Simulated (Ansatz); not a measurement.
**How many bands does the GW gap of AlIn2N3 (Cmc2_1) need?**

How do accuracy and time trade against each other in G0W0 on AlIn2N3 (Cmc2_1)?

Main program and level: Ansatz 0.2.0; G0W0 on PBE, plane waves, PAW; PAW set soft_1.

### Step 1. The starting structure

Symmetry: Cmc2_1, No. 36, orthorhombic system. The conventional cell has a = 10.296 Å, b = 5.926 Å, c = 5.500 Å, α = 90.00°, β = 90.00°, γ = 90.00°. Nearest to Al lie 4 N at 1.90 to 1.92 Å. Nearest to In lie 4 N at 2.18 to 2.20 Å. N has 1 Al at 1.90 Å and 3 In at 2.18 to 2.20 Å nearest. Nearest to N lie 2 Al at 1.91 to 1.92 Å and 2 In at 2.19 Å. Farther neighbours and most contacts between anions are not listed.

As a file:

```cif
data_structure
_symmetry_space_group_name_H-M 'Cmc2_1'
_symmetry_Int_Tables_number 36
_cell_length_a 10.2962
_cell_length_b 5.9257
_cell_length_c 5.5000
_cell_angle_alpha 90.000
_cell_angle_beta 90.000
_cell_angle_gamma 90.000
_cell_volume 335.57
loop_
_atom_site_label
_atom_site_type_symbol
_atom_site_symmetry_multiplicity
_atom_site_Wyckoff_symbol
_atom_site_fract_x
_atom_site_fract_y
_atom_site_fract_z
_atom_site_occupancy
Al1 Al 4 a 0.00000 0.65876 0.48922 1
In1 In 8 b 0.66185 0.67356 0.48712 1
N1 N 8 b 0.65091 0.68205 0.88564 1
N2 N 4 a 0.00000 0.63136 0.83727 1
```

The cell and positions are those that the Materials Project relaxed with its own functionals (PBE, PBE+U or r2SCAN), kept fixed.

### Step 2. 151 empty bands, screening to 54 eV

Now the one-shot GW correction: screening in the RPA, then the self-energy of the levels asked for. This step takes PAW set soft_1 files.

Contents of input.yaml:

```yaml
crystal:
  lattice:
    - [5.1481021059, -2.9628729689, 0.0]
    - [5.1481021059, 2.9628729689, 0.0]
    - [0.0, 0.0, 5.500038]
  atoms:
    - { symbol: Al, position: [0.341243, 0.658757, 0.989218] }
    - { symbol: Al, position: [0.658757, 0.341243, 0.489218] }
    - { symbol: In, position: [0.988295, 0.335413, 0.987121] }
    - { symbol: In, position: [0.664587, 0.011705, 0.987121] }
    - { symbol: In, position: [0.011705, 0.664587, 0.487121] }
    - { symbol: In, position: [0.335413, 0.988295, 0.487121] }
    - { symbol: "N", position: [0.968855, 0.332959, 0.385637] }
    - { symbol: "N", position: [0.667041, 0.031145, 0.385637] }
    - { symbol: "N", position: [0.031145, 0.667041, 0.885637] }
    - { symbol: "N", position: [0.332959, 0.968855, 0.885637] }
    - { symbol: "N", position: [0.368643, 0.631357, 0.337266] }
    - { symbol: "N", position: [0.631357, 0.368643, 0.837266] }
kpoints:
  mp_grid: { grid: [6, 6, 4] }
hamiltonian:
  xc: pbe
  pseudopotentials: { kind: paw, azcp: { folder: soft_1 } }
scf:
  occupations: { method: fixed }
gw:
  n_empty_bands: 151
  ecut_chi: 54
  qp_bands: [v4, c4]
  qp_kpoints: band_edges
  screening: { model: contour_deformation }
```

Run with:

```sh
> ansatz run input.yaml --threads 2 --pin off --max-ram 92160MiB --backend cuda --events-out ev --progress --plain --runs-dir out --devices 1 --max-vram 13GiB
```

Numbers of over 12 decimals in the logs are rounded to 6 here.

Log:

```text
GPUs: using 1 of 1 available (devices: 1).
Engine: ansatz 0.2.0, x86_64-unknown-linux-gnu
Pseudopotentials: kind: paw
Pseudopotential: Al, paw, valence charge 3, recommended cutoff 420 eV (normal), soft_1/Al.paw.azcp
Pseudopotential: In, paw, valence charge 13, recommended cutoff 420 eV (normal), soft_1/In.paw.azcp
Pseudopotential: N, paw, valence charge 5, recommended cutoff 420 eV (normal), soft_1/N.paw.azcp
Functional definition: PBE
  parameter kappa = 0.804
  parameter beta = 0.066725
  exchange = pbe_x(kappa = kappa, mu = beta*pi^2/3)
  correlation = pbe_c(beta = beta)
device memory: the entry about to start is reckoned to put 2.3 GiB on a device that reports 45.4 GiB free (of which the cap on the GPU budget leaves the run 13.0 GiB)
GPU FFT provider: cuFFT
GPU libraries: cuBLAS 13.8.2, cuFFT 12.4.0, cuSOLVER 12.3.4
Crystal: 12 atoms, lattice volume = 167.786 Å³
Basis set: ecut = 420 eV, 3247 PW (Γ)
Bands: 56, of which v1, the nominal top of the filled ones, is band 44 counted from 1 (43 counted from 0)
Symmetry: 4 space group operations
Space group: Cmc21 (ITA 36), of the structure as read, at distance tolerance 5.5e-5 Å
k-points: 39 of 144 (time reversal used)
Non-local potential: Al, projectors of the file, l = 0: 2, l = 1: 2, l = 2: 1
Non-local potential: In, projectors of the file, l = 0: 2, l = 1: 2, l = 2: 2, l = 3: 1
Non-local potential: N, projectors of the file, l = 0: 2, l = 1: 2, l = 2: 1
PAW form: soft (Blöchl's): semilocal exchange-correlation on the pseudo side does not see the compensation charge
PAW one-centre angular grid: Al, 110 points (default); XC on 64 Gauss nodes
PAW one-centre angular grid: In, 590 points (default); XC on 64 Gauss nodes
PAW one-centre angular grid: N, 110 points (default); XC on 64 Gauss nodes
Initial density: superposition of atomic densities (chi_scale 0.1, normalization cell, long waves kept (reshape's long-wave potential 0.07 eV rms))
Initial wavefunctions: pseudopotential atomic-orbital guess
GPU buffer pool allocated for 64000 grid points (all kernels)
GPU transforms: local potential and band sums: pruned to the plane-wave sphere, on 40×40×40
Functional: x = pbe(κ = 0.804, μ = 0.219515), c = pbe(β = 0.066725)
SCF iter   1: F=—  HF=-25779.384353 eV  |F-HF|=—  |Δ(HF+E_count)|=         —  Δρ=8.76e-2  dr2=1.65e1  ethr=3.10e-3  ⟨swp⟩=5.0  Hψ=7005  notcnv=0  defer=371
preconditioner: auto → Resta (q_TF=auto, 2.450 Å⁻¹)  ε∞=4.3  [insulator: Δε(μ)=1.770 eV  Ē_g=14.862 eV  n_scr=46 (ndim 8)  ℏωp=26.9 eV  f_vac=0.000  ε∞_Penn≈4.3]
SCF iter   2: F=—  HF=-25775.355676 eV  |F-HF|=—  |Δ(HF+E_count)|=    4.03e0  Δρ=3.77e-2  dr2=1.36e0  ethr=3.10e-3  ⟨swp⟩=3.0  Hψ=4615  notcnv=0  defer=380
SCF iter   3: F=—  HF=-25775.134259 eV  |F-HF|=—  |Δ(HF+E_count)|=   2.21e-1  Δρ=1.78e-2  dr2=4.16e-1  ethr=1.55e-3  ⟨swp⟩=2.0  Hψ=2080  notcnv=0  defer=383
SCF iter   4: F=—  HF=-25775.085584 eV  |F-HF|=—  |Δ(HF+E_count)|=   4.87e-2  Δρ=2.12e-3  dr2=9.06e-3  ethr=4.73e-4  ⟨swp⟩=2.6  Hψ=2829  notcnv=0  defer=388
SCF iter   5: F=—  HF=-25775.090528 eV  |F-HF|=—  |Δ(HF+E_count)|=   4.94e-3  Δρ=1.11e-3  dr2=1.94e-3  ethr=1.03e-5  ⟨swp⟩=2.0  Hψ=3622  notcnv=0  defer=390
SCF iter   6: F=—  HF=-25775.091904 eV  |F-HF|=—  |Δ(HF+E_count)|=   1.38e-3  Δρ=8.11e-4  dr2=1.28e-3  ethr=2.20e-6  ⟨swp⟩=2.1  Hψ=3467  notcnv=0  defer=390
SCF iter   7: F=—  HF=-25775.091750 eV  |F-HF|=—  |Δ(HF+E_count)|=   1.54e-4  Δρ=1.47e-4  dr2=4.03e-5  ethr=1.46e-6  ⟨swp⟩=2.0  Hψ=2748  notcnv=0  defer=380
SCF iter   8: F=—  HF=-25775.091799 eV  |F-HF|=—  |Δ(HF+E_count)|=   4.87e-5  Δρ=2.90e-5  dr2=1.06e-6  ethr=4.58e-8  ⟨swp⟩=2.1  Hψ=3338  notcnv=0  defer=206
SCF iter   9: F=-25775.091800 eV  HF=-25775.091800 eV  |F-HF|=4.15e-8  |Δ(HF+E_count)|=   1.34e-6  Δρ=4.64e-6  dr2=3.51e-8  ethr=1.14e-10  ⟨swp⟩=12.2  Hψ=9885  notcnv=0
SCF 1 converged in 9 iterations: F = -25775.091800 eV  dr2 = 3.51e-8
  greatest PAW one-centre occupation: 0.984 electrons in one spin orbital (limit 2), on the In atom at site 4 (counted from 0), in its partial waves of l = 2
device memory: the entry about to start is reckoned to put 2.6 GiB (of the 2.8 GiB reckoned in all, the device holds 0.2 GiB already) on a device that reports 57.0 GiB free (of which the cap on the GPU budget leaves the run 12.9 GiB)
NSCF: frozen V_eff on 39 k-points
the band table was solved once the SCF had ended and its energy, with any forces and stress, was formed, with the checks that follow a solve (8197 applications of the Hamiltonian). They found nothing against the state; the energy, forces and stress were not computed again (output.eigenvalues in the input reference)
device memory: the entry about to start is reckoned to put 3.5 GiB on a device that reports 56.7 GiB free (of which the cap on the GPU budget leaves the run 13.0 GiB)
NSCF: frozen V_eff on 39 k-points
G₀W₀ screening: q 1/39
[... further progress lines ...]
device memory: the entry about to start is reckoned to put 0.9 GiB on a device that reports 54.7 GiB free (of which the cap on the GPU budget leaves the run 13.0 GiB)
NSCF: frozen V_eff on 1 k-points
device memory: the entry about to start is reckoned to put 0.9 GiB on a device that reports 54.7 GiB free (of which the cap on the GPU budget leaves the run 13.0 GiB)
NSCF: frozen V_eff on 1 k-points
[...]
0    44      8.6222   -21.8230     3.3829   -18.5845  0.7438     8.7661     8.7666  root
     0    45      9.5027   -11.5458    -2.5854   -14.7421  0.7891    10.1290    10.1137  root
     0    46     12.0474    -9.9126    -3.7257   -14.5911  0.7892    12.9652    13.0002  root
     0    47     13.6010    -7.3997    -3.9400   -11.9323  0.7866    14.2112    14.1937  root
     0    48     13.9614    -6.6974    -3.9700   -11.1063  0.7923    14.4078    14.4002  root
     1    41      8.1401   -21.4660     3.5181   -17.9886  0.7411     8.1808     8.1809  root
     1    42      8.1711   -21.3921     3.4814   -17.9577  0.7413     8.2181     8.2181  root
     1    43      8.5048   -21.6425     3.4458   -18.3054  0.7428     8.6131     8.6135  root
     1    44      8.5120   -21.7901     3.4563   -18.4496  0.7428     8.6274     8.6277  root
     1    45     10.6156   -12.4092    -2.5023   -15.6677  0.7759    11.4118    11.3718  root ?
     1    46     12.1095   -10.0684    -3.7092   -14.7497  0.7844    13.0484    13.0817  root
     1    47     13.9923    -8.6295    -4.1053   -13.5256  0.7709    14.8442    14.7832  root ?
     1    48     14.3424    -7.3921    -4.0525   -12.0171  0.7790    14.9314    14.9148  root
     2    41      8.3002   -21.5306     3.4875   -18.1100  0.7419     8.3670     8.3672  root
     2    42      8.3002   -21.5306     3.4875   -18.1100  0.7419     8.3670     8.3672  root
     2    43      8.3939   -21.4899     3.4162   -18.1667  0.7424     8.4866     8.4868  root
     2    44      8.3939   -21.4899     3.4162   -18.1667  0.7424     8.4866     8.4868  root
     2    45     11.7672   -11.1357    -3.3118   -15.4174  0.7731    12.7059    12.7371  root
     2    46     11.7672   -11.1357    -3.3118   -15.4174  0.7731    12.7059    12.7371  root
     2    47     14.4659    -9.7848    -4.3403   -15.2165  0.7624    15.5469    15.5573  root
     2    48     14.4659    -9.7848    -4.3403   -15.2165  0.7624    15.5469    15.5573  root
     3    41      7.7942   -20.6109     3.2192   -17.3894  0.7402     7.7918     7.7918  root
     3    42      7.9910   -20.8886     3.2767   -17.6420  0.7421     8.0210     8.0211  root
[...]
3    45     10.2410   -12.7263    -2.2522   -15.6874  0.7768    10.9782    10.9500  root ?
[...]
3    47     13.5699    -9.1125    -3.9403   -13.9909  0.7702    14.4834    14.5080  root ?
[...]
4    45     10.9587   -12.2155    -2.7065   -15.7154  0.7731    11.8077    11.7521  root ?
[...]
4    48     14.1929    -8.9776    -4.1889   -13.9726  0.7649    15.0679    14.9991  root ?
[...]
5    47     13.8564    -9.3178    -4.0635   -14.3151  0.7697    14.7680    14.7902  root ?
     5    48     13.8564    -9.3178    -4.0635   -14.3151  0.7697    14.7680    14.7902  root ?
[...]
6    45     11.2406   -12.0570    -2.8288   -15.8196  0.7702    12.1443    12.1744  root ?
[...]
7    46     12.7764    -9.9098    -3.7349   -14.5874  0.7758    13.6905    13.7190  root ?
[...]
7    48     13.5354    -9.0027    -4.0076   -13.7806  0.7747    14.3565    14.3057  root ?
[...]
9    48     13.4348    -8.9390    -4.0775   -13.8219  0.7870    14.3065    14.2402  root ?
[...]
10    45     12.0697   -10.1327    -3.6109   -14.5410  0.7799    12.9279    12.8672  root ?
[...]
10    47     13.0228    -9.1890    -3.8742   -13.8333  0.7762    13.8398    13.7929  root ?
    10    48     13.4132    -8.9865    -4.0421   -13.8180  0.7805    14.2608    14.2026  root ?
[...]
12    45     10.2404   -12.7619    -2.2468   -15.7190  0.7767    10.9790    10.9506  root ?
[...]
12    47     13.5976    -8.7230    -4.0168   -13.5258  0.7744    14.4413    14.3836  root ?
[...]
13    45     10.9775   -12.2834    -2.7012   -15.7832  0.7725    11.8345    11.7761  root ?
[...]
13    47     13.6161    -9.3817    -3.9267   -14.2344  0.7712    14.5213    14.5421  root ?
[...]
14    47     13.7555    -9.2655    -4.1188   -14.1944  0.7716    14.6389    14.5656  root ?
    14    48     13.7555    -9.2655    -4.1188   -14.1944  0.7716    14.6389    14.5656  root ?
[...]
15    45     10.9491   -12.2140    -2.7385   -15.7484  0.7718    11.8023    11.7451  root ?
[...]
16    45     11.4342   -11.7217    -2.9544   -15.6147  0.7705    12.3419    12.3728  root ?
[...]
17    47     13.3091    -9.5273    -3.9816   -14.3217  0.7728    14.1952    14.1220  root ?
[...]
34    47     12.5924    -9.0119    -3.7469   -13.4615  0.7827    13.3263    13.2950  root ?
[...]
35    45     12.6291    -9.0595    -3.7330   -13.4965  0.7831    13.3648    13.3330  root ?
    35    46     12.6291    -9.0595    -3.7330   -13.4965  0.7831    13.3648    13.3330  root ?
    35    47     12.7828    -9.7501    -3.7662   -14.4428  0.7745    13.6847    13.7093  root ?
    35    48     12.7828    -9.7501    -3.7662   -14.4428  0.7745    13.6847    13.7093  root ?
[...]
36    45     12.1375   -10.6131    -3.4636   -15.0063  0.7743    13.0392    13.0670  root ?
[...]
36    47     12.8295   -10.4726    -3.8607   -15.4342  0.7720    13.9128    13.9303  root
    36    48     13.8461   -10.5648    -4.1612   -15.9436  0.7560    15.0652    15.0637  root
    37    41      7.6315   -21.2429     3.8823   -17.2981  0.7330     7.5689     7.5691  root
    37    42      7.7628   -21.2351     3.7708   -17.4406  0.7345     7.7392     7.7392  root
    37    43      8.0591   -20.9871     3.4022   -17.6202  0.7404     8.0944     8.0944  root
    37    44      8.3727   -21.3082     3.4284   -17.9712  0.7405     8.4638     8.4641  root
    37    45     12.3645   -11.4038    -3.5305   -16.0185  0.7600    13.4335    13.4487  root
    37    46     12.4515    -9.2651    -3.8095   -13.8320  0.7875    13.2528    13.2090  root ?
    37    47     12.4600   -10.3945    -3.5652   -14.9015  0.7714    13.3737    13.4019  root ?
    37    48     13.6791    -7.6738    -4.0263   -12.3133  0.7860    14.3120    14.2923  root
[key lines of the parts left out:]
SCF converged after 9 iterations
Free energy (F): -25775.091800 eV
Fermi energy:    8.622197 eV
```

Run time: 2.4 min. Hardware: 1 × NVIDIA H100 80GB HBM3 (shared by 6 runs) with 2 threads of AMD EPYC 7R13 (Zen 3), shared host; peak memory 1.7 GiB; 3.4 min of CPU time.

The column dr2 measures how far the density is from self-consistency, as an energy; F and HF (Harris–Foulkes) agree once it is small.

Numbers from this step:

* bands summed: 195
* RPA ε∞ on this mesh (eigenvalues): 7.494, 7.520, 7.751
* plane waves in the screening matrix: 151
* q-points in the mesh: 144
* G0W0 gap on the mesh: 1.347 eV
* k of the valence top: 0, 0, 0
* k of the conduction bottom: 0, 0, 0
* starting gap on the mesh: 0.8805 eV
* Z at the valence top: 0.7438
* Z at the conduction bottom: 0.7891
* least direct G0W0 gap on the computed points: 1.347 eV

The gap on the mesh goes from 0.88 eV to 1.35 eV, a correction of +0.47 eV. Between the two edge states, bare exchange in place of the xc potential would open the gap by 6.43 eV, and correlation takes back 5.97 eV.

### Step 3. 427 empty bands, screening to 108 eV

Bands and screening cutoff are moved together, since each hides the error of the other.

input.yaml, as its differences from that of step 2:

```diff
@@ -26,4 +26,4 @@
 gw:
-  n_empty_bands: 151
-  ecut_chi: 54
+  n_empty_bands: 427
+  ecut_chi: 108
   qp_bands: [v4, c4]
```

Log:

```text
GPUs: using 1 of 1 available (devices: 1).
[...]
GPU FFT provider: cuFFT
GPU libraries: cuBLAS 13.8.2, cuFFT 12.4.0, cuSOLVER 12.3.4
Crystal: 12 atoms, lattice volume = 167.786 Å³
Basis set: ecut = 420 eV, 3247 PW (Γ)
Bands: 56, of which v1, the nominal top of the filled ones, is band 44 counted from 1 (43 counted from 0)
Symmetry: 4 space group operations
[...]
k-points: 39 of 144 (time reversal used)
[...]
GPU buffer pool allocated for 64000 grid points (all kernels)
[...]
SCF iter   1: F=—  HF=-25779.384353 eV  |F-HF|=—  |Δ(HF+E_count)|=         —  Δρ=8.76e-2  dr2=1.65e1  ethr=3.10e-3  ⟨swp⟩=5.0  Hψ=7005  notcnv=0  defer=371
[...]
SCF iter   9: F=-25775.091800 eV  HF=-25775.091800 eV  |F-HF|=4.15e-8  |Δ(HF+E_count)|=   1.34e-6  Δρ=4.64e-6  dr2=3.51e-8  ethr=1.14e-10  ⟨swp⟩=12.2  Hψ=9885  notcnv=0
SCF 1 converged in 9 iterations: F = -25775.091800 eV  dr2 = 3.51e-8
[...]
NSCF: frozen V_eff on 39 k-points
[...]
G₀W₀ screening: q 1/39
[... further progress lines ...]
[...]
SCF converged after 9 iterations
Free energy (F): -25775.091800 eV
[...]
Internal energy: -25775.091800 eV  (E = F + TS)
E sigma→0 (E₀):  -25775.091800 eV
Fermi energy:    8.622197 eV
[...]
--- Band table (eV; the first three rows and the last of 39) ---
  k-point 0: bands = [... 40 lower, 8.0369, 8.5748, 8.6093, 8.6222, 9.5027, 12.0474, 13.6010, 13.9614, ... 8 higher]
  k-point 1: bands = [... 40 lower, 8.1401, 8.1711, 8.5048, 8.5120, 10.6156, 12.1095, 13.9923, 14.3424, ... 8 higher]
  k-point 2: bands = [... 40 lower, 8.3002, 8.3002, 8.3939, 8.3939, 11.7672, 11.7672, 14.4659, 14.4659, ... 8 higher]
  k-point 38: bands = [... 40 lower, 7.6353, 7.6353, 7.9235, 7.9235, 12.6213, 12.6213, 13.0723, 13.0723, ... 8 higher]
[...]
0    41      8.0369   -21.3215     3.1222   -17.8206  0.7341     7.6529     7.6583  root
     0    42      8.5748   -21.5426     3.0308   -18.2076  0.7353     8.2675     8.2706  root
     0    43      8.6093   -21.6225     2.9344   -18.3927  0.7372     8.3111     8.3140  root
     0    44      8.6222   -21.8230     2.9509   -18.5845  0.7370     8.3319     8.3346  root
     0    45      9.5027   -11.5458    -2.8013   -14.7421  0.7814     9.9019     9.8977  root
     0    46     12.0474    -9.9126    -4.1259   -14.5911  0.7850    12.6126    12.6000  root
     0    47     13.6010    -7.3997    -4.2086   -11.9323  0.7851    13.9287    13.9251  root
     0    48     13.9614    -6.6974    -4.2054   -11.1063  0.7916    14.1661    14.1648  root
[...]
12    48     14.0986   -11.1885    -4.7358   -16.7043  0.7424    14.9314    14.8785  root ?
[...]
37    45     12.3645   -11.4038    -3.9590   -16.0185  0.7540    13.0449    13.0202  root
    37    46     12.4515    -9.2651    -4.0959   -13.8320  0.7837    12.9311    12.9226  root
    37    47     12.4600   -10.3945    -3.9477   -14.9015  0.7668    13.0340    13.0193  root
    37    48     13.6791    -7.6738    -4.2924   -12.3133  0.7838    14.0307    14.0262  root
```

It took 5.9 min on 1 × NVIDIA H100 80GB HBM3 (shared by 6 runs) with 2 threads; peak memory 3.6 GiB.

Numbers from this step:

```yaml
bands_summed: 471
rpa_eps_infinity_on_this_mesh_eigenvalues: 7.347, 7.377, 7.554
plane_waves_in_the_screening_matrix: 409
q_points_in_the_mesh: 144
g0w0_gap_on_the_mesh: 1.563 eV
k_of_the_valence_top: 0, 0, 0
k_of_the_conduction_bottom: 0, 0, 0
starting_gap_on_the_mesh: 0.8805 eV
z_at_the_valence_top: 0.7370
z_at_the_conduction_bottom: 0.7814
least_direct_g0w0_gap_on_the_computed_points: 1.563 eV
```

Against the run with 6×6×4 mesh, 151 empty bands, screening to 54 eV, PAW set soft_1 files, the gap moves by +0.22 eV.

(Part 1 of 2 ends here.)

[Paths, hosts, dates, memory and timing lines, banners, echoed tables and standing remarks are left out of the program output.]

[Logs are printed without paths, hosts, clocks, repeated set-up lines and the standing remarks that a program may print on its own settings, such as how far it seeks lower states.]

[Runs of the session that timed out or met a known fault of the program may be left out.]

[Cells called generated may have been cut or substituted from an entry of the Crystallography Open Database or the Materials Project.]

[Hosts, paths, dates, database ids (printed as entryN), source tags and the programs' standing remarks are cut or masked in the printed files.]
